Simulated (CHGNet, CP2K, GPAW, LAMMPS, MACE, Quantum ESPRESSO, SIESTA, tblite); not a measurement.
**Forces in glassy 68SiO2-14MgO-11ZnO-7BaO (mol %) (75 atoms), program by program**

Aim: forces, pressure and gap of glassy 68SiO2-14MgO-11ZnO-7BaO (mol %) (75 atoms) at one geometry, from other programs and methods, against plane-wave PBE.

Results are calculated, not measured.

**1. The cell**

The cell holds 75 atoms (19 Si, 4 Mg, 3 Zn, 2 Ba and 47 O), with edges of 10.49, 10.49 and 10.49 Å. Recipe: 75 atoms (19 Si, 4 Mg, 3 Zn, 2 Ba, 47 O) placed at random at 2.67 g/cm³, melted at 4000 K for 10 ps at fixed volume with the Morse and Coulomb pair potential with partial charges (Pedone, Malavasi, Menziani, Cormack and Segre, J. Phys. Chem. B 110, 11780 (2006)). Quenched from 4000 K to 300 K at 25 K/ps and fixed volume, held 5 ps, then minimised at fixed cell. The density is 2.67 g/cm³.

**2. The reference input**

Quantum ESPRESSO 7.5: Kohn-Sham DFT, PBE, SSSP efficiency 1.3.0 pseudopotentials, plane waves. Its input, pw.in:

```
&control
  calculation = 'scf'
  pseudo_dir = './pseudo'
  outdir = './tmp'
  disk_io = 'none'
  tprnfor = .true.
  tstress = .true.
/
&system
  ibrav = 0
  nat = 75
  ntyp = 5
  ecutwfc = 60
  ecutrho = 480
  nosym = .true.
  occupations = 'smearing'
  smearing = 'fd'
  degauss = 0.003675
/
&electrons
  conv_thr = 3.8e-07
  electron_maxstep = 100
  mixing_beta = 0.4
  mixing_mode = 'plain'
  diagonalization = 'david'
/
ATOMIC_SPECIES
Si 28.085 Si.upf
Mg 24.305 Mg.upf
Zn 65.380 Zn.upf
Ba 137.327 Ba.upf
O 15.999 O.upf
CELL_PARAMETERS angstrom
10.48540 0.00000 0.00000
0.00000 10.48540 0.00000
0.00000 0.00000 10.48540
ATOMIC_POSITIONS crystal
Si 0.77001 0.42486 0.40191
Si 0.39756 0.82933 0.29783
Si 0.37019 0.25419 0.50664
Si 0.60854 0.07012 0.53649
[... 69 atom lines left out ...]
O 0.66608 0.07890 0.39214
O 0.91471 0.46590 0.36805
K_POINTS gamma
```

```console
$ OMP_NUM_THREADS=1 mpirun -np 4 pw.x -in pw.in > output.txt
```

The job ended after 3 min (4 MPI ranks of Arm Neoverse V2, shared host; peak memory 3.6 GiB; 12 min of CPU time).

It converged with an r.m.s. force component of 0.92 eV/Å and a pressure of 1.4 GPa.

Its highest filled and lowest empty levels lie 2.89 eV apart on its k-points.

**3. What was run beside it**

- CHGNet: machine-learned potential, published weights.
- CP2K 2026.2: Gaussian basis with GTH pseudopotentials and a plane-wave density; labels give functional, basis (MOLOPT sets; SR short-range, UZH the newer set with its own potentials), grid cutoff/relative cutoff and solver (OT: orbital transformation; TRS4, TC2, SIGN: linear-scaling purification with its sparsity filter), or its built-in tight binding.
- GPAW 26.7.0: PAW with atomic orbitals (LCAO), plane waves or a real-space grid of spacing h.
- MACE: machine-learned potential, published weights.
- Quantum ESPRESSO 7.5: plane waves; labels (QE) give functional, pseudopotential set and cutoffs of waves/density.
- SIESTA 5.4.2: numerical atomic orbitals, whose automatically made sets are far from complete, with PseudoDojo norm-conserving potentials that we converted to its format (checked against plane waves on the same files for H, C, O, Si, Ge and Ca alone); labels give functional, basis size, energy shift and mesh cutoff.
- tblite 0.8.0: extended tight binding, driven from Python.

All use the same cell and atoms, and the electronic-structure runs the same k-mesh.

**4. Side by side**

Differences are against the reference: forces as r.m.s. over components, share as that over the reference's r.m.s. force, slope as the fitted ratio of a run's forces to the reference's.

| run | Δ force, r.m.s. (meV/Å) | share (%) | slope | Δ pressure (GPa) | Δ gap (eV) | cores | CPU time | memory (GiB) |
| --- | --- | --- | --- | --- | --- | --- | --- | --- |
| reference | - | - | - | - | - | 4 | 12 min | 3.6 |
| CHGNet 0.3.0 potential | 124 | 13.5 | 0.941 | 0.252 | - | 1 | 3.2 s | 0.93 |
| CHGNet r2SCAN potential | 277 | 30.2 | 0.725 | -3.59 | - | 1 | 3.1 s | 0.93 |
| CP2K PBE, DZVP-MOLOPT-SR, 1200/50 Ry, SIGN filter 1e-06, SCF 1e-06 | 171 | 18.6 | 0.932 | 0.326 | - | 1 | 4.7 min | 3.8 |
| GPAW PBE, LCAO dzp, h 0.18 Å | 322 | 35.0 | 1.304 | - | -0.128 | 1 | 2.3 min | 1.7 |
| GPAW PBE, LCAO dzp, h 0.22 Å (coarse) | 359 | 39.0 | 1.316 | - | -0.133 | 1 | 83 s | 0.98 |
| GPAW PBE, LCAO sz(dzp), h 0.18 Å (coarse) | 1153 | 125 | 1.971 | - | -0.307 | 1 | 54 s | 1.3 |
| GPAW PBE, LCAO szp(dzp), h 0.18 Å (coarse) | 309 | 33.6 | 1.230 | - | -0.171 | 1 | 1.7 min | 1.6 |
| MACE MPA-0 medium potential | 65.3 | 7.10 | 0.958 | -0.0107 | - | 1 | 6.9 s | 0.93 |
| QE PBE, gbrv-1.5, 40/200 Ry | 32.2 | 3.50 | 0.974 | 0.0863 | 0.0269 | 2 | 4.7 min | 1.6 |
| SIESTA PBE, DZP, shift 0.01 Ry, mesh 500 Ry | 220 | 23.9 | 1.179 | 1.67 | -0.073 | 2 | 3.8 min | 1.9 |
| SIESTA PBE, TZP, shift 0.01 Ry, mesh 500 Ry | 164 | 17.8 | 1.124 | 0.323 | -0.0798 | 4 | 5.2 min | 2.6 |
| SIESTA revPBE, PBE potentials, DZP, shift 0.01 Ry, mesh 500 Ry | 207 | 22.5 | 1.165 | 2.99 | 0.059 | 2 | 3.8 min | 1.9 |
| tblite GFN1-xTB | 502 | 54.6 | 0.951 | -4.02 | - | 1 | 3.8 s | 0.11 |

Rows marked coarse were listed beforehand as settings not expected to be converged; some can still land near the reference.

Times of the machine-learned potentials are mostly Python's start and the loading of weights.

CPU time is summed over cores on shared hosts, so it is rough.

**5. What came out**

Forces lie from 3.5 % (QE PBE, gbrv-1.5, 40/200 Ry) to 125 % (GPAW PBE, LCAO sz(dzp), h 0.18 Å, coarse) of the reference's r.m.s. force of 0.92 eV/Å away from it. Other PBE runs on plane waves or a grid: QE PBE, gbrv-1.5, 40/200 Ry 3.5 % of the r.m.s. force; the reference has errors of its own, so differences under a few per cent don't tell which side is nearer the exact PBE result. The PBE runs in local orbitals, coarse settings apart, differ by 18 % (SIESTA PBE, TZP, shift 0.01 Ry, mesh 500 Ry) to 35 % (GPAW PBE, LCAO dzp, h 0.18 Å); basis, grid and potentials can all enter. Tight binding differs by 55 % (tblite GFN1-xTB); it is another model, with fitted parameters of its own, and the xTB methods hold dispersion.

Machine-learned potentials differ by 7.1 % (MACE MPA-0 medium potential) to 30 % (CHGNet r2SCAN potential); they were trained on other programs' data, some at another functional. Rows with another functional or a dispersion term differ by 22 % (SIESTA revPBE, PBE potentials, DZP, shift 0.01 Ry, mesh 500 Ry), which mixes the change of model with differences of basis and potentials, some of them made for another functional. Runs with settings chosen to be coarse differ by 34 % (GPAW PBE, LCAO szp(dzp), h 0.18 Å) to 125 % (GPAW PBE, LCAO sz(dzp), h 0.18 Å), their programs' other errors included. GPAW PBE, LCAO dzp, h 0.22 Å stiffens the forces by a factor of 1.32 while following their directions (correlation 0.985); the slopes of the 4 GPAW runs lie between 1.23 and 1.97; the difference isn't even, but is largest on one element. From GPAW PBE, LCAO dzp, h 0.22 Å to the finer GPAW PBE, LCAO dzp, h 0.18 Å the share falls from 39 to 35 %. Pressures at PBE, coarse settings apart, lie +0.09 to +1.67 GPa from the reference's. Gaps at PBE, coarse settings apart, lie -0.13 to +0.03 eV from the reference's.

**Limits.** Periodic xTB results under one method name differ between programs and library versions. The potentials hold different valence shells: 446 electrons in the reference, 454 in GPAW, 478 in Quantum ESPRESSO with GBRV and 478 in SIESTA; this bears on time and differences. The reference's pressure holds the uncorrected Pulay stress of its 60 Ry basis, so small pressure differences may be the reference's own error. Machine-learned potentials mimic data converged in k, so the reference's own k-point error enters their differences. The quench rate of 25 K/ps is many orders above laboratory rates, so the cell is likely richer in defects and strain than a real sample. The network of bonds at the start is that of the classical potential that made the cell, and needn't be the one that DFT or experiment would give. The reference's stress is far from hydrostatic: its diagonal is -0.3, 1.5, 2.9 GPa, compression counted positive. The electronic-structure runs sample only Γ, in a cell whose shortest periodic width is 10 Å. Spin–orbit coupling is left out, which matters for the levels of the heavy elements. Where levels are smeared, the DFT runs use Fermi–Dirac occupations at 580 K (0.05 eV), and energies are free energies. The reference's cutoffs and mesh weren't converged further here.

[Logs are printed without paths, hosts, clocks, repeated set-up lines and the standing remarks that a program may print on its own settings, such as how far it seeks lower states.]

[Hosts, paths, dates, database ids (printed as entryN), source tags and the programs' standing remarks are cut or masked in the printed files.]

[Cells were taken only where this reference lay near another plane-wave run.]
